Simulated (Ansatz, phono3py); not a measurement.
# GaN (P6_3mc): solver, mesh and scattering choices in phono3py, part 4 of 5

Aim: with force constants in hand, see how mesh, solver, isotopes and boundaries change the conductivity of GaN.

What experiment has found for this phase:
- thermal conductivity 210 W/m/K near room temperature (given in “Combining the AFLOW GIBBS and Elastic Libraries to efficiently and robustly screen thermo-mechanical properties of solids”, 2017, arXiv:1611.05714)

Ansatz 0.2.0 and phono3py 4.10.0; DFT LDA, scalar-relativistic, plane waves, PAW; PAW set soft_1 (the session's first sound run).

So far, κ at 300 K (W/m/K): step 3 (relaxation-time solution) 258; step 11 (q-mesh of the transport sums 27×27×15) 262; step 13 (boundary mean free path 0.01 micrometre) 13.0; step 14 (boundary mean free path 0.03 micrometre) 30.7; step 16 (solver RTA with coherences (SMM19)) 258.

The database entry behind the starting cell differs from later determinations by our own check (about 0.3 % short, ideal inner coordinate), so it need not match the best structure at ambient conditions.

## 17. Gaussian smearing, third order supercell 3×3×2, supercell 3×3×2

Level of this step: DFT LDA, scalar-relativistic, plane waves, PAW; PAW set soft_1; phono3py on Ansatz's force constants (phono3py).

A Gaussian replaces the tetrahedron method for energy conservation; its width must match the mesh.

Input file phono3py.yaml:

```yaml
phono3py:
  version: "4.10.0"
  frequency_unit_conversion_factor: 15.633302
  symmetry_tolerance: 1.00000e-05

physical_unit:
  atomic_mass: "AMU"
  length: "angstrom"

space_group:
  type: "P6_3mc"
  number: 186
  Hall_symbol: "P 6c -2c"

primitive_matrix:
- [  1.000000000000000,  0.000000000000000,  0.000000000000000 ]
- [  0.000000000000000,  1.000000000000000,  0.000000000000000 ]
- [  0.000000000000000,  0.000000000000000,  1.000000000000000 ]

supercell_matrix:
- [   3,   0,   0 ]
- [   0,   3,   0 ]
- [   0,   0,   2 ]

# [primitive_cell block left out]
unit_cell:
  lattice:
  - [     3.151649749982174,     0.000000000000000,     0.000000000000000 ] # a
  - [    -1.575824874991087,     2.729408747315437,     0.000000000000000 ] # b
  - [     0.000000000000000,     0.000000000000000,     5.138302933400000 ] # c
  points:
  - symbol: Ga # 1
    coordinates: [  0.333333333333333,  0.666666666666667, -0.000699069200000 ]
    mass: 69.723000
    reduced_to: 1
  - symbol: Ga # 2
    coordinates: [  0.666666666666667,  0.333333333333333,  0.499300930800000 ]
    mass: 69.723000
    reduced_to: 2
  - symbol: N # 3
    coordinates: [  0.333333333333333,  0.666666666666667,  0.375699069200000 ]
    mass: 14.007000
    reduced_to: 3
  - symbol: N # 4
    coordinates: [  0.666666666666667,  0.333333333333333,  0.875699069200000 ]
    mass: 14.007000
    reduced_to: 4

# [supercell block left out]
phonon_supercell_matrix:
- [   3,   0,   0 ]
- [   0,   3,   0 ]
- [   0,   0,   2 ]

# [phonon_primitive_cell block left out]
# [phonon_supercell block left out]
nac:
  born_effective_charge:
  - # 1 (Ga)
    - [  2.585481926279398,  0.000000000000000,  0.000000000000000 ]
    - [  0.000000000000000,  2.585481926279397,  0.000000000000000 ]
    - [  0.000000000000000,  0.000000000000000,  2.721583291749863 ]
  - # 2 (Ga)
    - [  2.585481926279398,  0.000000000000000,  0.000000000000000 ]
    - [  0.000000000000000,  2.585481926279397,  0.000000000000000 ]
    - [  0.000000000000000,  0.000000000000000,  2.721583291749863 ]
  - # 3 (N)
    - [ -2.585481926279397,  0.000000000000000,  0.000000000000000 ]
    - [  0.000000000000000, -2.585481926279398,  0.000000000000000 ]
    - [  0.000000000000000,  0.000000000000000, -2.721583291749863 ]
  - # 4 (N)
    - [ -2.585481926279398,  0.000000000000000,  0.000000000000000 ]
    - [  0.000000000000000, -2.585481926279397,  0.000000000000000 ]
    - [  0.000000000000000,  0.000000000000000, -2.721583291749863 ]
  dielectric_constant:
    - [  5.618895422893223,  0.000000000000000,  0.000000000000000 ]
    - [  0.000000000000000,  5.618895422893223,  0.000000000000000 ]
    - [  0.000000000000000,  0.000000000000000,  5.791620692379660 ]
  unit_conversion_factor: 14.399645
```

The run is started by

```sh
phono3py phono3py.yaml --mesh 19 19 9 --br --isotope --sigma 0.05 --ts 100 300 600
```

Output:

```text
[banner, memory and clock lines left out]
Rust backend (phonors) using rayon (8 threads).
Running in phono3py.load mode.
Spglib version 2.8.0
----------------------------- General settings -----------------------------
Run mode: conductivity-RTA
HDF5 data compression filter: gzip
Crystal structure was read from "phono3py.yaml".
Supercell (dim): [3 3 2]
Phonon supercell (dim-fc2): [3 3 2]
Primitive matrix:
  [1. 0. 0.]
  [0. 1. 0.]
  [0. 0. 1.]
Spacegroup: P6_3mc (186)
Use -v option to watch primitive cell, unit cell, and supercell structures.
NAC parameters were read from "phono3py.yaml".
fc3 was read from "fc3.hdf5".
fc2 was read from "fc2.hdf5".
----------------------------- Force constants ------------------------------
Max drift of fc3: -0.00000400 (xzx) -0.00000400 (xzx) -0.00000400 (xxz)
Max drift of fc2: 0.00000800 (zz) 0.00000800 (zz)
--------------------------- Calculation settings ---------------------------
Non-analytical term correction (NAC): True
NAC unit conversion factor:  14.39964
BZ integration: Smearing=0.05
Temperature:  100.0  300.0  600.0
Cutoff frequency: 0.01
Mesh sampling: [ 19 19 9 ]
Generating grid system ... [ 19 19 9 ]
fc3-r2q-transformation over three atoms: True
--------------------------- Phonon calculations ----------------------------
  PRB 50, 13035(R) (1994), PRB 55, 10355 (1997)
  G-cutoff distance: 1.17, Number of G-points: 313, Lambda: 0.29
Running harmonic phonon calculations...
-------------------- Lattice thermal conductivity (RTA) --------------------
Running heat capacity calculations...
Running velocity calculations...
Running isotope scattering calculations sigma=0.05...
======================= Grid point 0 (1/200) =======================
q-point: ( 0.00  0.00  0.00)
Boundary mean free path (millimeter): 1000.000
Mass variance parameters: 1.97e-04 1.97e-04 1.84e-05 1.84e-05
Number of triplets: 200
Frequency     group velocity (x, y, z)     |gv|
  -0.003   (   0.000    0.000    0.000)    0.000
   0.003   (  -0.000    0.000    0.000)    0.000
   0.005   (   0.000    0.000   -0.000)    0.000
   4.193   (   0.000   -0.000    0.000)    0.000
   4.193   (  -0.000    0.000    0.000)    0.000
  10.071   (   0.000    0.000    0.000)    0.000
  16.140   (   0.000    0.000    0.000)    0.000
  16.799   (   0.000   -0.000   -0.000)    0.000
  16.799   (  -0.000    0.000    0.000)    0.000
  17.072   (   0.000    0.000    0.000)    0.000
  17.072   (   0.000   -0.000    0.000)    0.000
  20.927   (   0.000   -0.000   -0.000)    0.000
======================= Grid point 1 (2/200) =======================
q-point: ( 0.05  0.00  0.00)
Boundary mean free path (millimeter): 1000.000
Mass variance parameters: 1.97e-04 1.97e-04 1.84e-05 1.84e-05
Number of triplets: 500
Frequency     group velocity (x, y, z)     |gv|
   0.664   (  38.702   22.345    0.000)   44.690
   0.722   (  32.131   18.551    0.000)   37.101
   1.455   (  60.990   35.212    0.000)   70.425
   4.228   (   3.210    1.853    0.000)    3.706
[...]
[197 grid points left out]
======================= Grid point 1639 (200/200) =======================
q-point: ( 0.32  0.32  0.44)
Boundary mean free path (millimeter): 1000.000
Mass variance parameters: 1.97e-04 1.97e-04 1.84e-05 1.84e-05
Number of triplets: 860
Frequency     group velocity (x, y, z)     |gv|
[...]
9.612   (  -0.092   -0.160    5.564)    5.567
   9.638   (  -1.304   -2.259    3.189)    4.120
  17.546   (   0.057    0.099   -2.351)    2.354
  17.585   (  -1.669   -2.891   -5.877)    6.759
  19.788   (   7.918   13.714    3.775)   16.280
  19.829   (   6.364   11.023   -0.128)   12.729
  20.170   (  -6.720  -11.640    6.666)   15.003
  20.326   (  -4.538   -7.859   -7.456)   11.745
=================== End of collection of collisions ===================
----------- Thermal conductivity (W/m-k) for sigma=0.05 -----------
#  T(K)        xx         yy         zz         yz         xz         xy
  100.0     875.662    875.662    903.400     -0.000      0.000     -0.000
  300.0     256.189    256.189    251.364     -0.000      0.000     -0.000
  600.0     136.307    136.307    132.622     -0.000      0.000     -0.000

Thermal conductivity related properties and sigma 0.05
were written into "kappa-m19199-s0.05.hdf5".
Summary of calculation was written in "phono3py.yaml".
```

Wall time 58 s (8 threads of Intel Xeon at 2.70GHz, shared host); peak memory 0.1 GiB.

This step gave:

```
κ at 300 K            : 254.6 W/m/K
κ xx, yy, zz at 300 K : 256.2, 256.2, 251.4 W/m/K
```

W/m/K. Kappa, by row:

```tsv
T (K)	xx	yy	zz	yz	xz	xy
100	875.7	875.7	903.4	0	0	0
300	256.2	256.2	251.4	0	0	0
600	136.3	136.3	132.6	0	0	0
```

With a width of 0.05 THz κ at 300 K is 255 W/(m K), -1.1 % from the tetrahedron value.

## 18. Gaussian smearing, third order supercell 3×3×2, supercell 3×3×2 (run 2)

A Gaussian replaces the tetrahedron method for energy conservation; its width must match the mesh.

phono3py.yaml is that of step 17.

The run is started by

```sh
phono3py phono3py.yaml --mesh 19 19 9 --br --isotope --sigma 0.2 --ts 100 300 600
```

Output:

```text
[banner, memory and clock lines left out]
Rust backend (phonors) using rayon (8 threads).
Running in phono3py.load mode.
Spglib version 2.8.0
----------------------------- General settings -----------------------------
Run mode: conductivity-RTA
HDF5 data compression filter: gzip
Crystal structure was read from "phono3py.yaml".
Supercell (dim): [3 3 2]
Phonon supercell (dim-fc2): [3 3 2]
Primitive matrix:
  [1. 0. 0.]
  [0. 1. 0.]
  [0. 0. 1.]
Spacegroup: P6_3mc (186)
Use -v option to watch primitive cell, unit cell, and supercell structures.
[...]
20.170   (  -6.720  -11.640    6.666)   15.003
  20.326   (  -4.538   -7.859   -7.456)   11.745
=================== End of collection of collisions ===================
----------- Thermal conductivity (W/m-k) for sigma=0.2 -----------
#  T(K)        xx         yy         zz         yz         xz         xy
  100.0     851.386    851.386    904.554     -0.000      0.000     -0.000
  300.0     250.590    250.590    247.488     -0.000      0.000     -0.000
  600.0     132.265    132.265    128.788     -0.000      0.000     -0.000

Thermal conductivity related properties and sigma 0.2
were written into "kappa-m19199-s0.2.hdf5".
Summary of calculation was written in "phono3py.yaml".
```

It took 55 s on 8 threads; peak memory 0.1 GiB; 6.7 min of CPU time.

This step gave:

```
κ at 300 K            : 249.6 W/m/K
κ xx, yy, zz at 300 K : 250.6, 250.6, 247.5 W/m/K
```

With a width of 0.2 THz κ at 300 K is 250 W/(m K), -3.1 % from the tetrahedron value.

## 19. Two-phonon phase space, third order supercell 3×3×2, supercell 3×3×2

The two-phonon density of states counts the channels open to a mode, without matrix elements.

phono3py.yaml is that of step 18.

The run is started by

```sh
phono3py phono3py.yaml --mesh 27 27 15 --jdos --gp 0 --num-freq-points 80
```

Output:

```text
[banner, memory and clock lines left out]
Rust backend (phonors) using rayon (8 threads).
Running in phono3py.load mode.
Spglib version 2.8.0
----------------------------- General settings -----------------------------
Run mode: jdos
HDF5 data compression filter: gzip
Crystal structure was read from "phono3py.yaml".
Supercell (dim): [3 3 2]
Phonon supercell (dim-fc2): [3 3 2]
Primitive matrix:
  [1. 0. 0.]
  [0. 1. 0.]
  [0. 0. 1.]
Spacegroup: P6_3mc (186)
Use -v option to watch primitive cell, unit cell, and supercell structures.
NAC parameters were read from "phono3py.yaml".
fc3 was read from "fc3.hdf5".
fc2 was read from "fc2.hdf5".
----------------------------- Force constants ------------------------------
Max drift of fc3: -0.00000400 (xzx) -0.00000400 (xzx) -0.00000400 (xxz)
Max drift of fc2: 0.00000800 (zz) 0.00000800 (zz)
--------------------------- Calculation settings ---------------------------
Non-analytical term correction (NAC): True
NAC unit conversion factor:  14.39964
BZ integration: Tetrahedron-method
Cutoff frequency: 0.01
Number of frequency sampling points: 80
Mesh sampling: [ 27 27 15 ]
Generating grid system ... [ 27 27 15 ]
  PRB 50, 13035(R) (1994), PRB 55, 10355 (1997)
  G-cutoff distance: 1.17, Number of G-points: 313, Lambda: 0.29
--------------------------------- Joint DOS ---------------------------------
Running harmonic phonon calculations...
======================= Grid point 0 (1/1) =======================
q-point: ( 0.00  0.00  0.00)
Number of triplets: 600
Frequency
  -0.003
   0.003
   0.005
   4.193
   4.193
  10.071
  16.140
  16.799
  16.799
  17.072
  17.072
  20.927
Tetrahedron method is used.
Calculations at 80 frequency points are divided into 8 batches.
1/8: [ 1  2  3  4  5  6  7  8  9 10]
2/8: [11 12 13 14 15 16 17 18 19 20]
3/8: [21 22 23 24 25 26 27 28 29 30]
4/8: [31 32 33 34 35 36 37 38 39 40]
5/8: [41 42 43 44 45 46 47 48 49 50]
6/8: [51 52 53 54 55 56 57 58 59 60]
7/8: [61 62 63 64 65 66 67 68 69 70]
8/8: [71 72 73 74 75 76 77 78 79 80]
JDOS is written into "jdos-m272715-g0.dat".
```

The job ended after 1.8 s (8 threads; peak memory 0.16 GiB; 4.8 s of CPU time).

The joint density of states at Gamma by frequency; read off at these points:

```tsv
frequency (THz)	absorption class (1/THz)	decay class (1/THz)
0.0	0	0
0.6	21.1	0.00123
1.7	12.9	0.0166
2.8	12.4	0.0487
4.5	5.48	0.140
6.2	0.297	0.524
7.8	3.41	1.21
9.0	5.53	2.01
10.7	4.74	4.37
12.3	13.9	3.85
14.0	8.84	4.17
15.1	6.18	4.12
16.8	2.63	0.856
18.5	0.611	1.51
19.6	0.225	1.60
21.3	0.0168	3.54
23.0	0	8.21
24.7	0	9.32
25.8	0	9.96
27.5	0	9.46
29.2	0	2.21
30.3	0	4.60
32.0	0	0.0372
33.6	0	0.767
35.3	0	4.50
36.5	0	4.93
38.1	0	6.55
39.8	0	4.84
41.5	0	2.41
42.6	0	0.752
44.3	0	0
```

The most distinct maxima of the joint density of states at Gamma (absorption class) lie at 0.6, 2.8 and 12.3 THz, the highest at 0.56 THz.

## 20. Without the dipole term, third order supercell 3×3×2, supercell 3×3×2

Dropping the dipole term tests how much its part of the interpolation matters for κ.

phono3py.yaml is that of step 19.

The run is started by

```sh
phono3py phono3py.yaml --mesh 19 19 9 --br --isotope --nonac --ts 100 300 600
```

Output:

```text
Rust backend (phonors) using rayon (8 threads).
Running in phono3py.load mode.
Spglib version 2.8.0
----------------------------- General settings -----------------------------
Run mode: conductivity-RTA
HDF5 data compression filter: gzip
Crystal structure was read from "phono3py.yaml".
Supercell (dim): [3 3 2]
Phonon supercell (dim-fc2): [3 3 2]
Primitive matrix:
  [1. 0. 0.]
  [0. 1. 0.]
  [0. 0. 1.]
Spacegroup: P6_3mc (186)
Use -v option to watch primitive cell, unit cell, and supercell structures.
fc3 was read from "fc3.hdf5".
fc2 was read from "fc2.hdf5".
----------------------------- Force constants ------------------------------
Max drift of fc3: -0.00000400 (xzx) -0.00000400 (xzx) -0.00000400 (xxz)
Max drift of fc2: 0.00000800 (zz) 0.00000800 (zz)
--------------------------- Calculation settings ---------------------------
BZ integration: Tetrahedron-method
Temperature:  100.0  300.0  600.0
Cutoff frequency: 0.01
Mesh sampling: [ 19 19 9 ]
Generating grid system ... [ 19 19 9 ]
fc3-r2q-transformation over three atoms: True
--------------------------- Phonon calculations ----------------------------
Running harmonic phonon calculations...
-------------------- Lattice thermal conductivity (RTA) --------------------
Running heat capacity calculations...
Running velocity calculations...
Running isotope scattering calculations with tetrahedron method...
======================= Grid point 0 (1/200) =======================
q-point: ( 0.00  0.00  0.00)
Boundary mean free path (millimeter): 1000.000
Mass variance parameters: 1.97e-04 1.97e-04 1.84e-05 1.84e-05
Number of triplets: 200
Frequency     group velocity (x, y, z)     |gv|
  -0.003   (   0.000    0.000    0.000)    0.000
   0.003   (   0.000    0.000    0.000)    0.000
   0.005   (   0.000    0.000    0.000)    0.000
   4.193   (   0.000    0.000    0.000)    0.000
   4.193   (  -0.000    0.000   -0.000)    0.000
  10.071   (   0.000    0.000    0.000)    0.000
  16.140   (   0.000    0.000    0.000)    0.000
  16.799   (   0.000    0.000   -0.000)    0.000
  16.799   (   0.000    0.000    0.000)    0.000
  17.072   (   0.000    0.000    0.000)    0.000
  17.072   (   0.000    0.000    0.000)    0.000
  20.927   (   0.000    0.000    0.000)    0.000
======================= Grid point 1 (2/200) =======================
q-point: ( 0.05  0.00  0.00)
Boundary mean free path (millimeter): 1000.000
Mass variance parameters: 1.97e-04 1.97e-04 1.84e-05 1.84e-05
Number of triplets: 500
Frequency     group velocity (x, y, z)     |gv|
   0.595   (  36.868   21.286    0.000)   42.572
   0.725   (  32.263   18.627    0.000)   37.254
   1.438   (  60.218   34.767    0.000)   69.534
   4.248   (   4.879    2.817    0.000)    5.634
[...]
[197 grid points left out]
======================= Grid point 1639 (200/200) =======================
q-point: ( 0.32  0.32  0.44)
Boundary mean free path (millimeter): 1000.000
Mass variance parameters: 1.97e-04 1.97e-04 1.84e-05 1.84e-05
Number of triplets: 860
Frequency     group velocity (x, y, z)     |gv|
[...]
9.616   (  -0.461   -0.798    5.545)    5.621
   9.642   (  -1.643   -2.846    3.161)    4.560
  17.545   (   0.236    0.408   -2.579)    2.621
  17.580   (  -1.324   -2.293   -5.830)    6.403
  19.754   (   9.460   16.385    3.720)   19.282
  19.795   (   8.319   14.408   -0.171)   16.638
  20.207   (  -8.449  -14.634    6.691)   18.175
  20.361   (  -6.657  -11.531   -7.332)   15.200
=================== End of collection of collisions ===================
----------- Thermal conductivity (W/m-k) with tetrahedron method -----------
#  T(K)        xx         yy         zz         yz         xz         xy
  100.0     887.024    887.024    987.967      0.000      0.000      0.000
  300.0     259.655    259.655    265.010      0.000      0.000      0.000
  600.0     142.004    142.004    143.007     -0.000      0.000      0.000

Thermal conductivity related properties were written into
"kappa-m19199.hdf5".
Summary of calculation was written in "phono3py.yaml".
```

It took 63 s on 8 threads; peak memory 0.1 GiB; 7.7 min of CPU time.

Numbers from this step:

| Quantity | Value |
| --- | --- |
| κ at 300 K | 261.4 W/m/K |
| κ xx, yy, zz at 300 K | 259.7, 259.7, 265 W/m/K |

W/m/K. Kappa, by row:

```tsv
T (K)	xx	yy	zz	yz	xz	xy
100	887	887	988	0	0	0
300	259.7	259.7	265	0	0	0
600	142	142	143	0	0	0
```

κ at 300 K goes from 258 to 261 W/(m K). Only the interpolation between the solved wavevectors changes, and the fewer these are, the more it matters.

[end of part 4 of 5]

[Logs are printed without paths, hosts, clocks, repeated set-up lines and the standing remarks that a program may print on its own settings, such as how far it seeks lower states.]

[Hosts, paths, dates, database ids (printed as entryN), source tags and the programs' standing remarks are cut or masked in the printed files.]

[A step with changed settings may run another functional than the one named; its input shows which.]
